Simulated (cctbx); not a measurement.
# What is wrong with this refinement?

Cell a = 12.7950 Å, b = 12.7950 Å, c = 12.7950 Å, α = 90.00°, β = 90.00°, γ = 90.00°; space group Fd-3m (no. 227, origin choice 1).

The data are simulated with cctbx, not measured: Mo Kα, λ = 0.71073 Å, to d = 0.75 Å, 50 % of the full sphere, strongest reflection 40000 counts, noise from counting, a 2 % proportional error and a noise floor of 15 counts (s.d.); no absorption.

An isotropic refinement with weights 1/σ² prints:

```text
Rint 0.021, 153 unique reflections to 0.75 A
cycle     R1     wR2    GooF  max shift (A)
   1  0.2425  0.4200  28.925   0.33864
   3  0.0082  0.0140   0.961   0.00000
final R1 0.0082 wR2 0.0140 GooF 0.961  parameters 5  data/parameter 30.6
atom        x        y        z      Ueq    occ   su(xyz)  su(Uiso or U11)
Hf1    0.12500  0.12500  0.12500   0.0049  1.000  0.00000  0.0001
Eu1    0.12500  0.62500  0.12500   0.0056  1.000  0.00000  0.0001
S1     0.46242  0.25000  0.25000   0.0086  1.000  0.00006  0.0001
S2     0.00000  0.00000  0.50000   0.0088  1.000  0.00000  0.0003
difference map: max 0.51 min -0.73 rms 0.13
Q1    0.0836  0.0836  0.0836   32    0.51  0.92 A from Hf1
Q2    0.0000  0.0000  0.1347   48    0.47  0.99 A from S1
Q3    0.0948  0.0948  0.9052   32    0.45  2.28 A from S1
Q4    0.0466  0.0466  0.7927   96    0.40  0.85 A from S1
Q5    0.0723  0.0723  0.6350   96    0.37  0.96 A from Eu1
Q6    0.0280  0.0280  0.6505   96    0.35  1.79 A from Eu1
```

Q: Accept it or mend it, and why?

It can stand. The set-up had a fault (start far from the minimum), but the refinement still reached the right minimum: R1 = 0.0082, wR2 = 0.0140, GooF = 0.96 against R1 = 0.0082, wR2 = 0.0140, GooF = 0.96 for the right model.

The compound is Eu2Hf2S7. The right model at the same level gives:

```text
Rint 0.021, 153 unique reflections to 0.75 A
cycle     R1     wR2    GooF  max shift (A)
   1  0.1239  0.2642  18.195   0.00665
   2  0.0082  0.0140   0.961   0.00000
final R1 0.0082 wR2 0.0140 GooF 0.961  parameters 5  data/parameter 30.6
atom        x        y        z      Ueq    occ   su(xyz)  su(Uiso or U11)
Hf1    0.12500  0.12500  0.12500   0.0049  1.000  0.00000  0.0001
Eu1    0.12500  0.62500  0.12500   0.0056  1.000  0.00000  0.0001
S1     0.46242  0.25000  0.25000   0.0086  1.000  0.00006  0.0001
S2     0.00000  0.00000  0.50000   0.0088  1.000  0.00000  0.0003
difference map: max 0.51 min -0.73 rms 0.13
Q1    0.0836  0.0836  0.0836   32    0.51  0.92 A from Hf1
Q2    0.0000  0.0000  0.1347   48    0.47  0.99 A from S1
Q3    0.0948  0.0948  0.9052   32    0.45  2.28 A from S1
Q4    0.0466  0.0466  0.7927   96    0.40  0.85 A from S1
Q5    0.0723  0.0723  0.6350   96    0.37  0.96 A from Eu1
Q6    0.0280  0.0280  0.6505   96    0.35  1.79 A from Eu1
```

Isotropic U is held between 0.0001 and 1 Å² by the program, and listed peak heights are interpolated, so they can pass the grid's maximum.

This is a model crystal, built by substitution and not relaxed, with assumed displacement parameters.

[Middle refinement cycles are left out of these outputs.]

[Logs are printed without paths, hosts, clocks, repeated set-up lines and the standing remarks that a program may print on its own settings, such as how far it seeks lower states.]
